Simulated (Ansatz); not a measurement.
# How Ni absorbs and reflects light, part 2 of 2

What colour and refractive index does Ni have at this level of theory?

Ansatz 0.2.0; DFT, PBE, plane-wave PAW, default files, scalar-relativistic, independent-particle optical response without local fields.

So far. Step 2 (Ground state and bands): There are states at the Fermi level within the smearing, so the occupations stay smeared and the carriers get a Drude term. The cell is left with a pressure of -0.5 GPa, as it stands unrelaxed at this level.

### Step 3. Spectrum (continued)

Table of Re ε, any direction by photon energy:

photon energy (eV), Re ε, any direction and a bar from the least value:
```
      0.5       -166 
      1.0        -45 ######################
      1.5        -21 ##########################
      2.0        -16 ###########################
      2.5        -12 ###########################
      3.0         -8 ############################
      3.5         -6 ############################
      4.0         -4 #############################
      4.5         -1 #############################
      5.0          2 ##############################
      5.5         -1 #############################
      6.0         -4 #############################
      6.5         -2 #############################
      7.0         -1 #############################
      7.5          0 ##############################
      8.0          0 ##############################
      8.5          0 ##############################
      9.0          0 ##############################
      9.5          0 ##############################
     10.0          0 ##############################
     10.5          0 ##############################
     11.0          0 ##############################
     11.5          0 ##############################
     12.0          0 ##############################
     12.5          0 ##############################
     13.0          1 ##############################
     13.5          1 ##############################
     14.0          1 ##############################
```

The loss function −Im 1/ε at q → 0, any direction has structure finer than the step of the table below, so its rows give means over 0.5 eV, whole bins alone (the curve runs from 0.3 to 14 eV). Peaks (eV: height): 4.60: 0.295, 11.00: 0.554.

Table of loss function −Im 1/ε at q → 0, any direction by energy loss; means over each step:

| energy loss (eV) | loss function −Im 1/ε at q → 0, any direction |
| --- | --- |
| 1.0 | 0.0117 |
| 1.5 | 0.0232 |
| 2.0 | 0.0296 |
| 2.5 | 0.0423 |
| 3.0 | 0.0603 |
| 3.5 | 0.0823 |
| 4.0 | 0.135 |
| 4.5 | 0.244 |
| 5.0 | 0.144 |
| 5.5 | 0.109 |
| 6.0 | 0.130 |
| 6.5 | 0.211 |
| 7.0 | 0.305 |
| 7.5 | 0.334 |
| 8.0 | 0.326 |
| 8.5 | 0.346 |
| 9.0 | 0.380 |
| 9.5 | 0.430 |
| 10.0 | 0.414 |
| 10.5 | 0.480 |
| 11.0 | 0.545 |
| 11.5 | 0.528 |
| 12.0 | 0.511 |
| 12.5 | 0.518 |
| 13.0 | 0.513 |
| 13.5 | 0.464 |

Table of refractive index n and extinction k by photon energy:

| photon energy (eV) | n | k |
| --- | --- | --- |
| 0.5 | 2.51 | 13.1 |
| 1.0 | 3.11 | 7.38 |
| 1.5 | 2.57 | 5.23 |
| 2.0 | 2.47 | 4.69 |
| 2.5 | 1.58 | 3.79 |
| 3.0 | 1.51 | 3.23 |
| 3.5 | 1.18 | 2.74 |
| 4.0 | 1.07 | 2.19 |
| 4.5 | 1.14 | 1.55 |
| 5.0 | 2.20 | 1.61 |
| 5.5 | 2.03 | 2.28 |
| 6.0 | 1.10 | 2.22 |
| 6.5 | 0.917 | 1.74 |
| 7.0 | 0.965 | 1.44 |
| 7.5 | 1.14 | 1.30 |
| 8.0 | 1.14 | 1.32 |
| 8.5 | 1.13 | 1.27 |
| 9.0 | 1.06 | 1.22 |
| 9.5 | 1.04 | 1.10 |
| 10.0 | 1.11 | 1.11 |
| 10.5 | 0.983 | 1.05 |
| 11.0 | 0.989 | 0.905 |
| 11.5 | 1.06 | 0.848 |
| 12.0 | 1.09 | 0.850 |
| 12.5 | 1.09 | 0.826 |
| 13.0 | 1.10 | 0.779 |
| 13.5 | 1.19 | 0.762 |
| 14.0 | 1.17 | 0.843 |

Values under 1 per cm are given as 1. Table of absorption coefficient, any direction by photon energy:

photon energy (eV), log10 absorption coefficient, any direction (1/cm) and a bar from the least value:
```
    0.500        5.8 
    1.000        5.9 #####
    1.500        5.9 ########
    2.000        6.0 ###############
    2.500        6.0 ################
    3.000        6.0 ################
    3.500        6.0 ################
    4.000        5.9 ############
    4.500        5.8 ###
    5.000        5.9 #########
    5.500        6.1 ###########################
    6.000        6.1 ##############################
    6.500        6.1 #######################
    7.000        6.0 ##################
    7.500        6.0 #################
    8.000        6.0 ####################
    8.500        6.0 #####################
    9.000        6.0 ######################
    9.500        6.0 ####################
   10.000        6.1 ######################
   10.500        6.0 ######################
   11.000        6.0 ##################
   11.500        6.0 #################
   12.000        6.0 ###################
   12.500        6.0 ###################
   13.000        6.0 ##################
   13.500        6.0 ###################
   14.000        6.1 #########################
```

Optical constants at common wavelengths, from n + ik = √ε:

| wavelength (nm) | n | k | R (%) | 1/α |
| --- | --- | --- | --- | --- |
| 1550 | 3.33 | 8.213 | 84.5 | 15 nm |
| 633 | 2.53 | 4.638 | 70.2 | 11 nm |
| 532 | 1.66 | 4.121 | 72.4 | 10 nm |
| 405 | 1.47 | 3.203 | 64.1 | 10 nm |
| 365 | 1.22 | 2.859 | 62.7 | 10 nm |
| 308 | 1.07 | 2.163 | 52.3 | 11 nm |
| 248 | 2.20 | 1.606 | 31.4 | 12 nm |

A polished face would reflect 72 % of daylight and look light grey (CIE x = 0.319, y = 0.341 under D65).

### Step 4. Summary of results

```
gap on the path                                              : 0 eV
main peak of the optical conductivity above 1 eV, first axis : 5.56 eV
Drude plasma energy, first axis                              : 7.01 eV
```

What this shows: At this level (PBE, independent particles) Ni is a metal with a Drude plasma energy of 7.0 eV; it reflects 74 % at 550 nm. Along x the bare Drude plasma energy is 7.0 eV; Re ε first rises through zero at 4.62 eV, far lower, because interband transitions screen the carriers. Im ε is 3.4 there, so the loss peak at that energy is weak. A polished face would reflect 72 % of daylight and look light grey (CIE x = 0.319, y = 0.341 under D65). In the base run ε includes the program's bounded estimate of what the bands above those summed add. The carriers' damping of 0.05 eV is typed, not computed; at 0.8 eV the carriers give 9 % of Im ε along the first axis; the rest comes from the sum over bands, which at low energy also holds close bands and the noise of the mesh. The magnetic state comes from one start and need not be the lowest. The Fermi-Dirac width of 0.05 eV acts as an electron temperature of 580 K in the carriers' term.

[Logs are printed without paths, hosts, clocks, repeated set-up lines and the standing remarks that a program may print on its own settings, such as how far it seeks lower states.]

[Hosts, paths, dates, database ids (printed as entryN), source tags and the programs' standing remarks are cut or masked in the printed files.]
